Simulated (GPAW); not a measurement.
The S K edge of atom 1 in LiHS (Ama2), with 1 H at 1.35 Å, 2 Li at 2.49 Å and 2 Li at 2.51 Å (distorted square pyramidal, site symmetry m), was computed in 3 ways: full core hole (charged cell), half core hole and no core hole. Program and functional: GPAW, LDA, Gaussian full width 0.9 eV up to 4 eV, rising linearly to 3.5 eV at 25 eV; cells of 6 and 12 atoms (the run without a hole in the smaller).

Each run is counted from its own lowest empty level or Fermi level and scaled to a mean of 1 over its first 20 eV.

```
E (eV)  run 1  run 2  run 3
  -2.0   0.00   0.00   0.00
  -1.5   0.00   0.00   0.00
  -1.0   0.00   0.00   0.00
  -0.5   0.01   0.03   0.07
   0.0   0.12   0.20   0.45
   0.5   0.39   0.54   1.13
   1.0   0.35   0.94   1.95
   1.5   0.31   1.24   1.34
   2.0   0.73   0.88   0.41
   2.5   1.30   0.78   0.56
   3.0   1.55   0.93   0.85
   3.5   1.41   1.33   1.01
   4.0   1.43   1.98   1.58
   4.5   1.32   1.63   1.80
   5.0   1.23   1.15   1.48
   5.5   1.43   1.50   1.49
   6.0   1.65   2.07   1.89
   6.5   1.74   1.91   1.89
   7.0   1.60   1.28   1.38
   7.5   1.33   0.88   0.93
   8.0   1.18   0.83   0.74
   8.5   1.03   0.83   0.68
   9.0   0.89   0.73   0.66
   9.5   0.82   0.64   0.63
  10.0   0.81   0.68   0.63
  10.5   0.88   0.85   0.73
  11.0   0.98   1.03   0.92
  11.5   1.08   1.18   1.09
  12.0   1.10   1.23   1.18
  12.5   1.07   1.19   1.17
  13.0   1.05   1.10   1.09
  13.5   1.07   1.00   0.98
  14.0   1.08   0.91   0.89
  14.5   1.05   0.83   0.83
  15.0   0.98   0.75   0.78
  15.5   0.90   0.70   0.74
  16.0   0.85   0.70   0.72
  16.5   0.81   0.74   0.73
  17.0   0.77   0.80   0.75
  17.5   0.73   0.82   0.78
  18.0   0.68   0.80   0.78
  18.5   0.64   0.74   0.75
  19.0   0.62   0.68   0.71
  19.5   0.63   0.63   0.67
  20.0   0.68   0.63   0.65
  20.5   0.75   0.68   0.68
  21.0   0.81   0.76   0.75
  21.5   0.86   0.84   0.83
  22.0   0.90   0.92   0.91
  22.5   0.92   0.97   0.96
  23.0   0.95   0.99   0.99
  23.5   0.97   0.99   1.00
  24.0   0.98   0.98   0.98
  24.5   0.98   0.94   0.95
  25.0   0.98   0.90   0.92
  25.5   0.96   0.86   0.89
  26.0   0.92   0.83   0.86
  26.5   0.87   0.80   0.83
  27.0   0.82   0.77   0.81
  27.5   0.78   0.76   0.80
  28.0   0.74   0.76   0.78
  28.5   0.73   0.77   0.78
  29.0   0.72   0.78   0.79
  29.5   0.73   0.80   0.80
  30.0   0.74   0.81   0.81
  30.5   0.75   0.81   0.82
  31.0   0.77   0.81   0.82
  31.5   0.79   0.80   0.82
```

Which run is which?

Run 1: no core hole (area from −2 to 6 eV 6.2, main maxima 0.7 eV (0.43), 3.1 eV (1.56), 4.1 eV (1.44), 6.5 eV (1.74) and 11.9 eV (1.10)). Run 2: half core hole (area from −2 to 6 eV 7.1, main maxima 1.5 eV (1.24), 4.1 eV (2.01), 6.2 eV (2.11) and 12.0 eV (1.23)). Run 3: full core hole (charged cell) (area from −2 to 6 eV 7.5, main maxima 1.1 eV (2.00), 4.4 eV (1.83), 6.3 eV (1.97) and 12.2 eV (1.19)). With each curve scaled to its own mean, the area from −2 to 6 eV with the hole is 7.5 against 6.2, and the centre of weight from −1 to 20 eV moves by -0.6 eV: the hole pulls the absorber's empty states down.

[Banner, clock and machine lines of the logs are left out without a mark of their own.]

[Logs are printed without paths, hosts, clocks, repeated set-up lines and the standing remarks that a program may print on its own settings, such as how far it seeks lower states.]

[Hosts, paths, dates, database ids (printed as entryN), source tags and the programs' standing remarks are cut or masked in the printed files.]

[Lists of maxima count a maximum above −3 eV only where it reaches 4 % of the highest in the window and stands out from its surroundings by 2 % of it (1.5 % where it reaches 55 %); shoulders and weaker maxima are passed over, and of the rest the first, up to two pre-edge ones and the few strongest are named.]
